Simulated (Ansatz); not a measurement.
# AgSb2 (built on the sites of a database entry of Sb2Au): from the cell to its phonons, part 2 of 2

Aim: the phonons of AgSb2 (built on the sites of a database entry of Sb2Au) at a cell relaxed beforehand at this level. After the zone centre comes a 2×2×2 q mesh on a 10×10×10 k mesh.

Ansatz 0.2.0; DFT LDA, scalar-relativistic, plane waves, PAW.

So far. Step 2 (Linear response at the zone centre): Before it was imposed, the acoustic sum rule was missed by 1.1e-4 eV/Å². Small misses are needed for a sound result but don't prove that mesh and cutoff are converged. The lowest optical mode is real, 82.1 cm⁻¹.

The structure was built from a prototype and need not be the compound's stable phase.

**3. The dispersion**

Stability and thermal properties need the whole zone. Linear response on a 2×2×2 q mesh gives force constants as far as a supercell of that size would.

Input file input.yaml:

```yaml
crystal:
  lattice:
    - [0.0, 3.354011377, 3.354011377]
    - [3.354011377, 0.0, 3.354011377]
    - [3.354011377, 3.354011377, 0.0]
  atoms:
    - { symbol: Sb, position: [0.25, 0.25, 0.25] }
    - { symbol: Sb, position: [0.75, 0.75, 0.75] }
    - { symbol: Ag, position: [0.0, 0.0, 0.0] }
kpoints:
  mp_grid: { grid: [10, 10, 10] }
hamiltonian:
  xc: lda
scf:
  occupations: { method: methfessel_paxton, width: 0.15 }
output:
  eigenvalues: true
phonons:
  method: dfpt
  qmesh: [2, 2, 2]
  temperatures: { t_max: 1000, t_step: 50 }
  qpath:
    path:
      - [[0.0, 0.0, 0.0], [0.5, 0.0, 0.5], [0.625, 0.25, 0.625]]
      - [[0.375, 0.375, 0.75], [0.0, 0.0, 0.0], [0.5, 0.5, 0.5], [0.5, 0.25, 0.75], [0.5, 0.0, 0.5]]
    npoints: 10
```

Started as:

```sh
$ ansatz run input.yaml --threads 4 --pin off --max-ram 7168MiB --backend cpu --events-out ev --progress --plain --runs-dir out
```

Numbers of over 12 decimals in the logs are rounded to 6 here.

Output:

```text
[...]
Crystal: 3 atoms, lattice volume = 75.461 Å³
Basis set: ecut = 420 eV, 1459 PW (Γ), exchange–correlation on 64×64×64 points (8 copies of the dense FFT grid, shifted against one another)
Bands: 30, of which v1, the nominal top of the filled ones, is band 25 counted from 1 (24 counted from 0)
Symmetry: 48 space group operations
k-points: 47 of 1000
[...]
SCF iter   1: F=—  HF=-20129.371750 eV  |F-HF|=—  |Δ(HF+E_count)|=         —  Δρ=1.00e-2  dr2=6.02e-2  ethr=1.77e-3  ⟨swp⟩=6.2  Hψ=5789  notcnv=0
[...]
SCF iter   8: F=-20129.355488 eV  HF=-20129.355488 eV  |F-HF|=3.64e-12  |Δ(HF+E_count)|=  1.27e-10  S|Δr|=    0.00e0  Δρ=7.61e-8  dr2=3.98e-12  ethr=1.00e-12  ⟨swp⟩=7.8  Hψ=8196  notcnv=0
SCF 1 converged in 8 iterations: F = -20129.355488 eV  dr2 = 3.98e-12
[...]
phonons: the bands overlap, so this run is a metal and interpolates without the dipole-dipole term. If the crystal is really an insulator or semiconductor, its LO-TO splitting is missing
NSCF: frozen V_eff on 47 k-points
WARN: eigensolver did not converge (k=23): 1 band(s) unlocked after 20 sweeps at ethr=1.60e-12 eV (storage-precision floor; scheduled 1.00e-12 eV) (lowest unlocked band 29, counted from 0; max residual 4.43e-6 eV among the unlocked bands, 4.43e-6 eV over every band; other slots of this pass that fall short are told together in one closing line; warning suppressed until the next SCF loop or pass starts)
WARN: eigensolver did not converge in 3 slots of this pass, the one above among them; of largest residual over every band (k=28): 1 band(s) unlocked (lowest unlocked band 29, counted from 0; max residual 9.61e-6 eV among the unlocked bands, 9.61e-6 eV over every band); of lowest unlocked band (k=23): band 29
[...]
DFPT response loops at q = (0, 0, 0) (fractional): preconditioner auto → Kerker (q_TF=auto, 2.539 Å⁻¹) (partly filled bands, converged f_vac=0.044); β = 1.00, the filter's whole step (`scf.mixing.beta` (0.50) is not read by the response loops under this deck's `scf.mixing.preconditioner`; to damp them name `kerker` or `kerker_dos`, under which they read `scf.mixing.beta`, and type it under 1.00, their step now; both keys bind the ground state too); Broyden in place of MSR1
[...]
SCF converged after 8 iterations
[...]
Free energy (F): -20129.355488 eV
[...]
Internal energy: -20129.352890 eV  (E = F + TS)
E sigma→0 (E₀):  -20129.354839 eV
Entropy (-TS):   -0.002598 eV (-0.866 meV/atom)
Fermi energy:    11.947764 eV
[...]
--- Band table (eV; the first three rows and the last of 47) ---
  k-point 0: bands = [... 21 lower, 11.2548, 11.2548, 11.2548, 12.8484, 12.8484, 12.8484, 14.9594, 14.9594, ... 1 higher]
  k-point 1: bands = [... 21 lower, 10.7088, 11.1094, 11.1094, 12.6580, 12.7465, 12.7465, 14.9295, 15.1621, ... 1 higher]
  k-point 2: bands = [... 21 lower, 9.8423, 10.7743, 10.7743, 12.1820, 12.4675, 12.4675, 15.1533, 15.7739, ... 1 higher]
  k-point 46: bands = [... 21 lower, 6.8741, 7.9191, 10.3982, 12.2412, 14.5512, 15.4027, 16.1212, 16.4912, ... 1 higher]
--- Phonons (Γ-DFPT): 2 representative perturbations + reference (Σ response iterations 6) ---
  ASR residual: 1.052e-4 → 0.000e0 eV/Å²; symmetrization residual: 8.881e-5 eV/Å²
  ASR residual per site (eV/Å²): 1.05e-4 1.05e-4 6.87e-5
  Γ frequencies (cm⁻¹): 0.00 0.00 0.00 82.10 82.10 82.10 109.08 109.08 109.08
--- Phonons (arbitrary-q DFPT): 3 irreducible q on the 2×2×2 mesh ---
  q = [0.0000, 0.0000, 0.0000] (star 1, of the zone-centre solve; hermiticity 5.43e-5, symmetrization 6.94e-12): -0.00 0.00 0.00 82.10 82.10 82.10 109.08 109.08 109.08
  q = [0.0000, 0.0000, -0.5000] (star 4, 2 solved perturbations on 282 of 1000 k-point pairs; hermiticity 3.93e-5, symmetrization 1.40e-5): 33.29 33.29 62.25 84.83 84.83 111.74 122.69 125.11 125.11
  q = [0.0000, -0.5000, -0.5000] (star 3, 4 solved perturbations in 546 linear systems a pass and spin channel, the states on 171 of 1000 k-point pairs; hermiticity 2.32e-5, symmetrization 3.60e-8): 37.95 37.95 65.22 65.22 78.00 93.08 108.81 111.43 111.43
  sum rule: each row above includes the acoustic sum rule's correction from the zone centre's row sums; it moved no ω² by more than (0.48 cm⁻¹)²
  mesh force constants: q→R imaginary residual 3.94e-17; ASR residual 1.052e-4 → 0.000e0 eV/Å²; symmetrization residual 3.997e-15 eV/Å²
  interpolated dispersion: 62 rows × 9 modes
  density of states and harmonic sums: on the 16×16×16 q-mesh, interpolated from the force constants of a 2×2×2 supercell (no non-analytic term)
  largest difference from the sums on the solved wave vectors: F 8.69e-2 eV, S 1.19e-4 and C_V 3.23e-5 eV/K
  zero-point energy: 0.046151 eV/cell   skipped modes (ω ≤ 0): 3   left out of the sums: 8.14e-5 of the cell's modes: C_V's classical limit lies that fraction below 3 k_B per atom; for a crystal, a wire or a layer, F and S can be off by more, and a phonons.interpolated_qmesh denser along its periods is the remedy for the sampling
```

Elapsed: 95 s, on 4 threads of Arm Neoverse V1, shared host; peak memory 1.7 GiB.

This step gave:

- sum-rule residual before enforcement: 1.05e-4 eV/Å²
- lowest frequency on the path: 0 cm⁻¹
- highest frequency on the path or at a solved wavevector: 125.1 cm⁻¹
- mean frequency: 82.7 cm⁻¹
- Debye temperature (second moment): 164 K
- logarithmic mean frequency: 75.8 cm⁻¹
- lowest mode on the q mesh (acoustic modes at Γ apart): 33.29 cm⁻¹
- zero-point energy per atom: 15.38 meV
- heat capacity at 300 K: 24.57 J/(mol atoms K)
- vibrational entropy at 300 K: 50.38 J/(mol atoms K)

Frequencies (cm⁻¹) solved at each irreducible wavevector; negative means imaginary. Frequencies by wavevector, by row:

```
q in reciprocal lattice units  star  mode 1  mode 2  mode 3  mode 4  mode 5  mode 6  mode 7  mode 8  mode 9
                        0 0 0     1       0       0       0    82.1    82.1    82.1   109.1   109.1   109.1
                     0 0 -0.5     4    33.3    33.3    62.2    84.8    84.8   111.7   122.7   125.1   125.1
                  0 -0.5 -0.5     3      38      38    65.2    65.2      78    93.1   108.8   111.4   111.4
```

Interpolated from a 2×2×2 q mesh. Phonon branches along the path, in cm⁻¹:

```csv
point,branch 1,branch 2,branch 3,branch 4,branch 5,branch 6,branch 7,branch 8,branch 9
Γ,0,0,0,82,82,82,109,109,109
halfway,34,34,68,75,75,86,112,117,117
X,38,38,65,65,78,93,109,111,111
halfway,38,43,63,67,79,98,104,113,116
U,37,51,60,71,79,101,108,116,120
jump to K,37,51,60,71,79,101,108,116,120
halfway,28,42,60,80,82,90,118,118,121
Γ,0,0,0,82,82,82,109,109,109
halfway,27,27,62,82,82,84,118,118,119
L,33,33,62,85,85,112,123,125,125
halfway,36,47,60,79,80,105,117,120,123
W,46,50,50,75,81,102,109,109,123
halfway,42,42,59,70,80,100,104,112,119
X,38,38,65,65,78,93,109,111,111
```

The phonon branches as a text plot (rows in cm⁻¹):

```
    122 |                 *******            *****************
    117 |    *****     ******  *****       **        ****     *
    112 | ***************  *      ****  ***     ****   *** ******
    107 |**         **** **           **       *    ***   *** ***
    102 |               *******               *        *******
     96 |             **       *                              **
     91 |           **          *            *                  *
     86 |  ****** **                        *  *****
     81 |****    **** *************************     ************
     76 |    ****    *     **                           ****    *
     70 |      ***      ***                                 ***
     65 |         ******                     ***               **
     60 |    **         **** *****          *   ********     **
     55 |                  **              *            *  **
     50 |                **  ***  **                  ******
     44 |   *          **       *         *          *   *****
     39 |       ***********                        **  **     ***
     34 |  *   *           ****  *  *         *********
     29 |    **                ** **     *  **
     23 |   *                    *         *
     18 | **                      ****    *
     13 |                           *   **
      8 | *                          *  *
      3 |*                            **
         Γ           X  U|K            Γ         L        W     X
```

The phonon density of states has structure finer than the step of the table below, so its rows give means over 2.5 cm⁻¹, whole bins alone (the curve runs from 0.5 to 126 cm⁻¹). Peaks (cm⁻¹: height): 37.50: 0.151, 61.50: 0.168, 79.50: 0.384, 101.50: 0.162, 122.50: 0.331.

Tetrahedra on a 16×16×16 mesh, mean over bins of 1 cm-1. Interpolated from a 2×2×2 q mesh. The phonon density of states by wavenumber; means over each step:

```csv
wavenumber (cm⁻¹),phonon density of states (1/cm⁻¹/cell)
2.5,5.8e-5
5.0,2.0e-4
7.5,4.9e-4
10.0,0.00120
12.5,0.00201
15.0,0.00316
17.5,0.00481
20.0,0.00703
22.5,0.0101
25.0,0.0149
27.5,0.0225
30.0,0.0369
32.5,0.0780
35.0,0.125
37.5,0.141
40.0,0.0954
42.5,0.0678
45.0,0.0576
47.5,0.0585
50.0,0.0576
52.5,0.0337
55.0,0.0279
57.5,0.0717
60.0,0.146
62.5,0.108
65.0,0.0226
67.5,0.0202
70.0,0.0271
72.5,0.0432
75.0,0.0722
77.5,0.117
80.0,0.302
82.5,0.218
85.0,0.0630
87.5,0.0180
90.0,0.0182
92.5,0.0231
95.0,0.0293
97.5,0.0372
100.0,0.0726
102.5,0.0879
105.0,0.0506
107.5,0.0499
110.0,0.0642
112.5,0.131
115.0,0.174
117.5,0.230
120.0,0.262
122.5,0.258
```

The partial phonon density of states has structure finer than the step of the table below, so its rows give means over 5 cm⁻¹, whole bins alone (the curve runs from -10 to 139 cm⁻¹). Peaks (cm⁻¹: height): Ag 36.8: 0.0585, 60.1: 0.0566, 120.0: 0.123; Sb 36.8: 0.0699, 60.1: 0.0636, 80.7: 0.235, 102.2: 0.0704, 120.9: 0.127.

Phonopy on the run's constants, 15x15x15 mesh, Gaussian sigma 2.0 cm-1. Interpolated from a 2×2×2 q mesh. Partial phonon density of states against wavenumber; means over each step; values in 1/cm⁻¹/cell:

```
wavenumber (cm⁻¹)       Ag       Sb
               -5   3.9e-6   1.4e-5
                0   4.2e-5   9.7e-5
                5   8.9e-5   2.0e-4
               10   4.7e-4   1.0e-3
               15  0.00113  0.00224
               20  0.00270  0.00500
               25  0.00630   0.0102
               30   0.0198   0.0265
               35   0.0507   0.0613
               40   0.0452   0.0528
               45   0.0291   0.0323
               50   0.0239   0.0267
               55   0.0222   0.0259
               60   0.0497   0.0567
               65   0.0184   0.0315
               70  0.00109   0.0311
               75  0.00123   0.0845
               80  0.00363    0.208
               85  0.00248   0.0987
               90  0.00415   0.0172
               95  0.00774   0.0226
              100  0.00863   0.0561
              105   0.0102   0.0514
              110   0.0378   0.0453
              115   0.0901   0.0838
              120    0.117    0.120
              125   0.0452   0.0484
              130  0.00101  0.00103
              135        0        0
```

Harmonic thermodynamic functions per atom, from the density of states. Interpolated from a 2×2×2 q mesh. Thermodynamic functions, by row:

| T (K) | F_vib (meV/atom) | S (J/mol-atom/K) | C_V (J/mol-atom/K) |
| --- | --- | --- | --- |
| 0 | 15.38 | 0 | 0 |
| 50 | 13.32 | 11.02 | 15.8 |
| 100 | 3.93 | 24.38 | 21.93 |
| 200 | -30.52 | 40.49 | 24.12 |
| 300 | -77.94 | 50.38 | 24.57 |
| 400 | -134 | 57.47 | 24.73 |
| 500 | -196.5 | 63 | 24.81 |
| 600 | -264.2 | 67.53 | 24.85 |
| 700 | -336.3 | 71.36 | 24.87 |
| 800 | -412 | 74.68 | 24.89 |
| 900 | -490.9 | 77.61 | 24.9 |
| 1000 | -572.8 | 80.24 | 24.91 |

Harmonic mean-square displacement, third of the trace. Interpolated from a 2×2×2 q mesh. Mean square displacements, by row:

| T (K) | Sb1 U_eq (Å²) | Sb2 U_eq (Å²) | Ag3 U_eq (Å²) |
| --- | --- | --- | --- |
| 0 | 0.002 | 0.002 | 0.00241 |
| 100 | 0.0055 | 0.0055 | 0.00731 |
| 300 | 0.01563 | 0.01563 | 0.02096 |
| 600 | 0.03109 | 0.03109 | 0.04174 |

Symmetry leaves 3 wavevectors to solve. The lowest mode among them, the acoustic zeros apart, lies at q = (0, 0, -0.5) and is real, 33.3 cm⁻¹.

**4. Isotope substitution, element Ag, natural mass 107.868 amu**

An isotope changes the mass and not the force constants, so no new electronic calculation is needed; the shifts show which modes move this element.

The same force constants with the mass of Ag changed from 107.868 to 108.905 u (phonopy, no LO-TO term). Both lists are sorted by frequency; levels can cross, so a row need not hold one and the same mode. Modes under 3 cm⁻¹ are left out. Isotope shifts, by row:

| q | rank | natural mass (cm⁻¹) | changed mass (cm⁻¹) |
| --- | --- | --- | --- |
| 0 0 0 | 4 | 82.1 | 82.1 |
| 0 0 0 | 5 | 82.1 | 82.1 |
| 0 0 0 | 6 | 82.1 | 82.1 |
| 0 0 0 | 7 | 109.1 | 108.7 |
| 0 0 0 | 8 | 109.1 | 108.7 |
| 0 0 0 | 9 | 109.1 | 108.7 |
| 0 0 -0.5 | 1 | 33.29 | 33.21 |
| 0 0 -0.5 | 2 | 33.29 | 33.21 |
| 0 0 -0.5 | 3 | 62.25 | 62.08 |
| 0 0 -0.5 | 4 | 84.83 | 84.83 |
| 0 0 -0.5 | 5 | 84.83 | 84.83 |
| 0 0 -0.5 | 6 | 111.7 | 111.7 |
| 0 0 -0.5 | 7 | 122.7 | 122.4 |
| 0 0 -0.5 | 8 | 125.1 | 124.8 |
| 0 0 -0.5 | 9 | 125.1 | 124.8 |
| 0 -0.5 -0.5 | 1 | 37.95 | 37.87 |
| 0 -0.5 -0.5 | 2 | 37.95 | 37.87 |
| 0 -0.5 -0.5 | 3 | 65.22 | 65.22 |
| 0 -0.5 -0.5 | 4 | 65.22 | 65.22 |
| 0 -0.5 -0.5 | 5 | 78 | 78 |
| 0 -0.5 -0.5 | 6 | 93.08 | 92.64 |
| 0 -0.5 -0.5 | 7 | 108.8 | 108.8 |
| 0 -0.5 -0.5 | 8 | 111.4 | 111.1 |
| 0 -0.5 -0.5 | 9 | 111.4 | 111.1 |

A mode of this element alone would shift by -0.48 %. The highest zone-centre frequency without the field goes from 109.1 to 108.7 cm⁻¹ (-0.3 %). The product of the frequency ratios over all optical modes at Γ is 0.990; the product rule, (m/m′)^(3k/2) (M′/M)^(3/2) with k = 1 such atoms and M the mass of the cell, gives 0.990.

**5. Another isotope, element Sb, natural mass 121.76 amu**

The same for Sb, from 121.76 to 122.90 u.

A mode of this element alone would shift by -0.47 %. The highest zone-centre frequency without the field goes from 109.1 to 108.9 cm⁻¹ (-0.1 %). The product of the frequency ratios over all optical modes at Γ is 0.982; the product rule, (m/m′)^(3k/2) (M′/M)^(3/2) with k = 2 such atoms and M the mass of the cell, gives 0.982.

**6. Summary of results**

| Quantity | Value |
| --- | --- |
| space group (within 0.01 Å) | Fm-3m |
| volume per atom | 25.2 Å³ |
| electronic character | no gap on this mesh |
| highest optical mode at the zone centre (no LO-TO term) | 109 cm⁻¹ |
| lowest optical zone-centre mode | 82.1 cm⁻¹ |
| lowest mode on the q mesh (acoustic modes at Γ apart) | 33.3 cm⁻¹ |
| highest frequency on the path or at a solved wavevector | 125 cm⁻¹ |
| zero-point energy per atom | 15.4 meV |
| heat capacity at 300 K | 24.6 J/(mol atoms K) |
| vibrational entropy at 300 K | 50.4 J/(mol atoms K) |
| Debye temperature (second moment) | 164 K |
| imaginary modes on the 2×2×2 q mesh | none |

What this shows: The structure is a minimum as far as tested: no mode is imaginary at the 3 irreducible wavevectors of the 2×2×2 mesh, and the softest away from the acoustic zeros lies at 33 cm⁻¹. The optical modes at Γ span 82 to 109 cm⁻¹. The highest mode in this list at Γ, 109.1 cm⁻¹, has its largest share on Ag (69 % of the kinetic energy). With no gap, or one that is small against the smearing, the frequencies hang on the k mesh and the smearing, most of all near Kohn anomalies. The phonon runs are without spin polarisation, although the cell has an odd electron count. Spin-orbit coupling is left out, which can matter for the heavy elements here. A phonon run warned that its eigensolver left some bands unconverged in a pass. The starting cell was built on a prototype and not taken from a measurement, so the phase need not exist. These are harmonic frequencies at zero temperature: anharmonic shifts, linewidths and thermal expansion are left out.

[Logs are printed without paths, hosts, clocks, repeated set-up lines and the standing remarks that a program may print on its own settings, such as how far it seeks lower states.]

[Hosts, paths, dates, database ids (printed as entryN), source tags and the programs' standing remarks are cut or masked in the printed files.]
